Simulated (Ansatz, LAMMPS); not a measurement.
## A frame of liquid K(F,Br) from 1100 K, run at 300 K (94 atoms) in motion

Aim: follow a frame of liquid K(F,Br) from 1100 K, run at 300 K (94 atoms) for a short time with forces from DFT, then look at structure and electrons in the last frame.

Main program and level: Ansatz 0.2.0; Kohn-Sham DFT, PBE, PAW (set soft_2), plane waves.

### Step 1. Starting point

The cell holds 94 atoms: 47 K, 18 F and 29 Br. Its edges and angles: a = 15.488 Å, b = 15.488 Å, c = 15.488 Å, α = 90.0°, β = 90.0°, γ = 90.0°. 94 atoms (47 K, 18 F, 29 Br) placed at random at 2.01 g/cm³, melted at 1800 K for 10 ps at fixed volume with the Lennard-Jones and Coulomb ion parameters for SPC/E (Joung and Cheatham, J. Phys. Chem. B 112, 9020 (2008)), full charges. Snapshot at the end of a hold of 20 ps at 1100 K and fixed volume.

Limits known from the start: The network of bonds at the start is that of the classical potential that made the cell, and needn't be the one that DFT or experiment would give. The cell was made at 1100 K but the dynamics is set to 300 K: the trajectory isn't one at 1100 K. The ion parameters were fitted for water, not for melts, so the starting structure of this cell may lie well off the real melt's. The Brillouin zone is sampled at Γ only, in a cell whose shortest periodic width is 15 Å.

### Step 2. Dynamics started at 300 K

A Nosé–Hoover thermostat steers the temperature while disturbing the dynamics little. The time step is 1.0 fs.

Input file input.yaml:

```yaml
crystal:
  lattice:
    - [15.4877, 0.0, 0.0]
    - [0.0, 15.4877, 0.0]
    - [0.0, 0.0, 15.4877]
  atoms:
    - { symbol: K, position: [0.42097, 0.42008, 0.45629] }
    - { symbol: K, position: [0.08509, 0.22186, 0.18439] }
    - { symbol: K, position: [0.64545, 0.11197, 0.53004] }
    - { symbol: K, position: [0.95264, 0.84702, 0.04782] }
    [... 84 atom lines left out ...]
    - { symbol: Br, position: [0.30311, 0.15928, 0.70577] }
    - { symbol: Br, position: [0.86079, 0.26049, 0.16879] }
    - { symbol: Br, position: [0.97642, 0.01195, 0.19758] }
    - { symbol: Br, position: [0.76921, 0.79241, 0.38646] }
    - { symbol: Br, position: [0.2226, 0.68281, 0.05662] }
    - { symbol: Br, position: [0.36108, 0.95291, 0.98202] }
kpoints:
  mp_grid: { grid: [1, 1, 1] }
hamiltonian:
  xc: pbe
scf:
  occupations: { method: fixed }
output:
  forces: true
  stress: true
md:
  timestep: 1.0
  n_steps: 48
  ensemble: nvt_nose_hoover
  temperature: 300
  initial_velocities: maxwell_boltzmann
  seed: 7528
```

Command:

```sh
$ ansatz run input.yaml --threads 4 --pin off --max-ram 8192MiB --backend cpu --events-out ev --progress --plain --runs-dir out
```

Run time: 19 min. Hardware: 4 threads of AMD EPYC 7R43, shared host; peak memory 4.7 GiB.

The program notes that the SCF threshold is loose for the stress and it switched symmetry off.

Rows from the run:

| time (fs) | T (K) | potential (meV/atom) | conserved (meV/atom) |
| --- | --- | --- | --- |
| 0.0 | 300 | 0.0 | 0.00 |
| 3.0 | 307 | -0.9 | 0.00 |
| 6.0 | 318 | -2.2 | 0.00 |
| 10.0 | 335 | -4.4 | 0.00 |
| 13.0 | 349 | -6.4 | 0.00 |
| 16.0 | 366 | -8.5 | 0.00 |
| 19.0 | 382 | -10.6 | 0.00 |
| 22.0 | 399 | -12.9 | 0.00 |
| 26.0 | 421 | -15.8 | 0.00 |
| 29.0 | 436 | -17.9 | 0.00 |
| 32.0 | 449 | -19.8 | 0.00 |
| 35.0 | 460 | -21.6 | 0.00 |
| 38.0 | 470 | -23.2 | 0.00 |
| 42.0 | 480 | -25.0 | 0.00 |
| 45.0 | 485 | -26.1 | 0.00 |
| 48.0 | 488 | -27.2 | 0.00 |

Mean square displacement from the first frame to the last: K 0.054 Å², F 0.12 Å², Br 0.024 Å².

Table of mean square displacement by time lag:

| time lag (fs) | Br (Å²) | F (Å²) | K (Å²) |
| --- | --- | --- | --- |
| 1.00 | 1.1e-5 | 6.0e-5 | 2.6e-5 |
| 2.00 | 4.4e-5 | 2.4e-4 | 1.0e-4 |
| 3.00 | 9.9e-5 | 5.4e-4 | 2.3e-4 |
| 4.00 | 1.8e-4 | 9.7e-4 | 4.1e-4 |
| 5.00 | 2.7e-4 | 0.00152 | 6.5e-4 |
| 6.00 | 3.9e-4 | 0.00220 | 9.3e-4 |
| 7.00 | 5.4e-4 | 0.00300 | 0.00127 |
| 8.00 | 7.0e-4 | 0.00392 | 0.00165 |
| 9.00 | 8.9e-4 | 0.00497 | 0.00209 |
| 10.00 | 0.00109 | 0.00614 | 0.00258 |
| 11.00 | 0.00132 | 0.00744 | 0.00311 |
| 12.00 | 0.00157 | 0.00886 | 0.00370 |
| 13.00 | 0.00184 | 0.0104 | 0.00434 |
| 14.00 | 0.00213 | 0.0121 | 0.00502 |
| 15.00 | 0.00245 | 0.0139 | 0.00576 |
| 16.00 | 0.00278 | 0.0158 | 0.00654 |
| 17.00 | 0.00314 | 0.0178 | 0.00737 |
| 18.00 | 0.00352 | 0.0199 | 0.00825 |
| 19.00 | 0.00391 | 0.0222 | 0.00918 |
| 20.00 | 0.00433 | 0.0246 | 0.0101 |
| 21.00 | 0.00477 | 0.0271 | 0.0112 |
| 22.00 | 0.00523 | 0.0297 | 0.0122 |
| 23.00 | 0.00571 | 0.0323 | 0.0133 |
| 24.00 | 0.00621 | 0.0351 | 0.0145 |

Over the second half of 48 fs the temperature averages 458 K, rising from about 423 to 485 K (means over the first and last quarter of that half). The conserved energy stays within 0.00 meV/atom. From first frame to last F has the largest mean square displacement, 0.12 Å² at the end; the farthest move is 0.61 Å. The mean temperature of 458 K lies well off the 300 K of the input, so the thermostat hasn't yet brought the run to equilibrium. The run spans 0.05 ps, too short for its means to be equilibrium values.

### Step 3. Distances and neighbours late in the run

The g(r) is a mean over the second half.

Density 2.01 g/cm³, 39.52 Å³ an atom.

Mean of 14 frames. g(r), total and by pair (bins of 0.2 Å):

| r (Å) | total | K-K | K-Br | K-F | Br-Br | Br-F | F-F |
| --- | --- | --- | --- | --- | --- | --- | --- |
| 2.20 | 0.02 | 0.00 | 0.00 | 0.10 | 0.00 | 0.00 | 0.00 |
| 2.40 | 0.84 | 0.00 | 0.00 | 4.38 | 0.00 | 0.00 | 0.00 |
| 2.60 | 1.35 | 0.00 | 0.00 | 7.01 | 0.00 | 0.00 | 0.00 |
| 2.80 | 0.57 | 0.00 | 0.13 | 2.73 | 0.00 | 0.00 | 0.16 |
| 3.00 | 1.11 | 0.05 | 2.17 | 2.04 | 0.00 | 0.00 | 0.88 |
| 3.20 | 1.66 | 0.31 | 3.99 | 1.63 | 0.00 | 0.00 | 1.07 |
| 3.40 | 1.04 | 0.21 | 2.73 | 0.45 | 0.00 | 0.00 | 1.44 |
| 3.60 | 0.95 | 0.81 | 1.81 | 0.17 | 0.00 | 0.90 | 1.41 |
| 3.80 | 0.95 | 1.75 | 1.18 | 0.19 | 0.00 | 0.73 | 0.68 |
| 4.00 | 1.10 | 1.48 | 1.27 | 0.11 | 0.60 | 1.76 | 1.56 |
| 4.20 | 1.17 | 1.34 | 0.77 | 0.10 | 2.08 | 1.84 | 4.32 |
| 4.40 | 1.25 | 1.96 | 0.55 | 0.57 | 2.21 | 1.74 | 1.70 |
| 4.60 | 1.06 | 1.29 | 0.71 | 0.41 | 1.17 | 2.17 | 1.79 |
| 4.80 | 0.96 | 1.30 | 0.54 | 0.54 | 1.84 | 1.23 | 1.08 |
| 5.00 | 0.88 | 0.96 | 0.67 | 0.81 | 1.34 | 1.08 | 0.68 |
| 5.20 | 0.96 | 1.18 | 0.71 | 0.57 | 1.70 | 1.38 | 0.51 |
| 5.40 | 0.89 | 0.96 | 0.65 | 0.92 | 1.47 | 1.03 | 0.38 |
| 5.60 | 0.98 | 1.00 | 0.57 | 1.27 | 0.97 | 1.50 | 1.11 |
| 5.80 | 0.98 | 1.04 | 0.83 | 1.41 | 0.86 | 0.95 | 0.15 |
| 6.00 | 1.01 | 0.92 | 0.96 | 1.36 | 0.87 | 0.89 | 1.06 |
| 6.20 | 0.96 | 0.84 | 0.94 | 1.50 | 0.96 | 0.67 | 0.10 |
| 6.40 | 0.96 | 1.02 | 1.02 | 1.07 | 0.92 | 0.70 | 0.40 |
| 6.60 | 1.01 | 1.01 | 1.07 | 1.16 | 0.92 | 0.84 | 0.57 |
| 6.80 | 1.01 | 0.56 | 1.52 | 1.17 | 0.85 | 0.72 | 0.26 |
| 7.00 | 0.96 | 0.75 | 0.95 | 1.33 | 0.98 | 0.79 | 1.05 |
| 7.20 | 0.98 | 0.81 | 1.31 | 1.08 | 0.45 | 0.55 | 1.36 |
| 7.40 | 1.04 | 1.03 | 1.27 | 0.98 | 0.53 | 0.89 | 1.23 |
| 7.60 | 1.01 | 1.11 | 1.12 | 0.73 | 1.11 | 0.94 | 0.95 |

### Step 4. Single point at the last frame

The last frame is solved again with fuller output, to read the electronic structure of a thermally displaced geometry.

Input file input.yaml:

```yaml
crystal:
  lattice:
    - [15.4877, 0.0, 0.0]
    - [0.0, 15.4877, 0.0]
    - [0.0, 0.0, 15.4877]
  atoms:
    - { symbol: K, position: [0.43671, 0.42111, 0.45939] }
    - { symbol: K, position: [0.07542, 0.20972, 0.18976] }
    - { symbol: K, position: [0.64024, 0.09872, 0.53195] }
    - { symbol: K, position: [0.96999, 0.82579, 0.05584] }
    [... 84 atom lines left out ...]
    - { symbol: Br, position: [0.29736, 0.15288, 0.6987] }
    - { symbol: Br, position: [0.85927, 0.26146, 0.16799] }
    - { symbol: Br, position: [0.97226, 0.01132, 0.19435] }
    - { symbol: Br, position: [0.77514, 0.79991, 0.38694] }
    - { symbol: Br, position: [0.22105, 0.68189, 0.05147] }
    - { symbol: Br, position: [0.36181, 0.94415, 0.97302] }
kpoints:
  mp_grid: { grid: [1, 1, 1] }
hamiltonian:
  xc: pbe
scf:
  occupations: { method: fixed }
output:
  forces: true
  stress: true
  populations: true
  dos:
    method: { smearing: { sigma: 0.15 } }
    de: 0.1
    projected: { site_lists: { Br: [Br], F: [F], K: [K] } }
  eigenvalues: true
  write_density: true
  write_potential: true
  volumetric_format: npy
```

Run time: 73 s. Hardware: 4 threads; peak memory 4.6 GiB; 4.6 min of CPU time.

The program notes that the exchange-correlation potential is rough where the density is thin.

Read from the output:

```
free energy                                      : -167671.2412 eV
free energy per atom                             : -1783.7366 eV/atom
SCF cycles                                       : 9
pressure                                         : -0.2644 GPa
r.m.s. force component                           : 0.2593 eV/Å
longest force                                    : 0.9746 eV/Å
Fermi energy                                     : 0.1443 eV
gap (highest filled to lowest empty level) : 3.331 eV
spilling of the projection                       : 0.004287
```

Length of the force by element:

| element | coordination | atoms | mean length of the force (eV/Å) | spread | least | most |
| --- | --- | --- | --- | --- | --- | --- |
| Br | all | 29 | 0.373 | 0.188 | 0.0804 | 0.843 |
| F | all | 18 | 0.490 | 0.230 | 0.163 | 0.942 |
| K | all | 47 | 0.376 | 0.204 | 0.0686 | 0.975 |

Löwdin charges by element (they lack the spilled electrons, 0.034 e an atom on average):

| element | coordination | atoms | mean charge (e) | spread | least | most |
| --- | --- | --- | --- | --- | --- | --- |
| Br | all | 29 | -0.683 | 0.0102 | -0.714 | -0.664 |
| F | all | 18 | -0.798 | 0.0049 | -0.813 | -0.789 |
| K | all | 47 | 0.796 | 0.0295 | 0.746 | 0.864 |

States in the cell by windows of 1 eV, zero at the Fermi level; the larger projections on atomic orbitals stand beside the total:

| from (eV) | to (eV) | total | Br p | F p | K s | Br s | K p |
| --- | --- | --- | --- | --- | --- | --- | --- |
| -18 | -14 | 0.0 | 0.0 | 0.0 | 0.0 | 0.0 | 0.0 |
| -14 | -13 | 9.8 | 0.0 | 0.0 | 0.4 | 6.1 | 3.2 |
| -13 | -12 | 180.0 | 0.4 | 0.2 | 2.4 | 38.7 | 138.2 |
| -12 | -11 | 141.0 | 0.3 | 0.5 | 0.4 | 10.2 | 129.4 |
| -11 | -10 | 9.2 | 0.0 | 0.1 | 0.0 | 0.1 | 9.0 |
| -10 | -3 | 0.0 | 0.0 | 0.0 | 0.0 | 0.0 | 0.0 |
| -3 | -2 | 3.3 | 0.0 | 3.1 | 0.0 | 0.0 | 0.0 |
| -2 | -1 | 134.1 | 41.1 | 86.8 | 3.6 | 0.1 | 0.8 |
| -1 | 0 | 142.3 | 123.4 | 14.5 | 2.4 | 0.1 | 0.6 |
| 0 | 1 | 2.3 | 2.3 | 0.0 | 0.0 | 0.0 | 0.0 |
| 1 | 3 | 0.0 | 0.0 | 0.0 | 0.0 | 0.0 | 0.0 |
| 3 | 4 | 2.3 | 0.0 | 0.0 | 1.9 | 0.2 | 0.0 |
| 4 | 5 | 22.9 | 1.3 | 0.2 | 17.1 | 1.1 | 0.1 |

With fixed occupations the program's Fermi level is the highest filled level; weight inside the gap is the broadening of levels at its edges.

Between -26 and -18 eV lie 36 more states.

The stored curve holds about 658 of the 752 electrons; the rest, give or take the few that broadening carries across the Fermi level, lie in deeper levels below its range.

The levels nearest the highest filled one (over half full), pooled over k-points and spins:

| level less the highest filled one (eV) | occupation |
| --- | --- |
| -0.222 | 2 |
| -0.215 | 2 |
| -0.125 | 2 |
| -0.0899 | 2 |
| -0.0853 | 2 |
| 0 | 2 |
| 3.33 | 0 |
| 4.12 | 0 |
| 4.24 | 0 |
| 4.26 | 0 |
| 4.32 | 0 |
| 4.41 | 0 |

Mean Löwdin charges: Br -0.68, F -0.80, K +0.80 e (they miss 0.43 % of the electrons, so they add up to more than the cell's charge). The largest share in the top eV of filled states is Br p (88 % of the projected weight), and in the lowest eV of empty states K s (85 % of the projected weight).

### Step 5. What came out

| Item | Value |
| --- | --- |
| mean temperature, second half | 458.4 K |
| temperature swing, second half | 24.03 K |
| mean pressure, second half | -0.1794 GPa |
| slope of the conserved energy against time, by least squares | -0.0908 meV/atom/ps |
| free energy per atom | -1783.7366 eV/atom |
| pressure | -0.2644 GPa |
| r.m.s. force component | 0.2593 eV/Å |
| gap (highest filled to lowest empty level) | 3.331 eV |
| wall time of the 2 DFT runs | 21 min |

**Reading.** Over the second half of 48 fs the temperature averages 458 K, rising from about 423 to 485 K (means over the first and last quarter of that half). The conserved energy stays within 0.00 meV/atom. The mean temperature of 458 K lies well off the 300 K of the input, so the thermostat hasn't yet brought the run to equilibrium. The run spans 0.05 ps, too short for its means to be equilibrium values. Filled and empty levels are parted by 3.33 eV (at Γ alone); a semilocal functional tends to put such gaps too low. In a disordered cell it changes from sample to sample and from frame to frame.

**Limits.** The pressure of a single frame lacks the kinetic term, about 0.16 GPa here.

[Logs are printed without paths, hosts, clocks, repeated set-up lines and the standing remarks that a program may print on its own settings, such as how far it seeks lower states.]

[Hosts, paths, dates, database ids (printed as entryN), source tags and the programs' standing remarks are cut or masked in the printed files.]
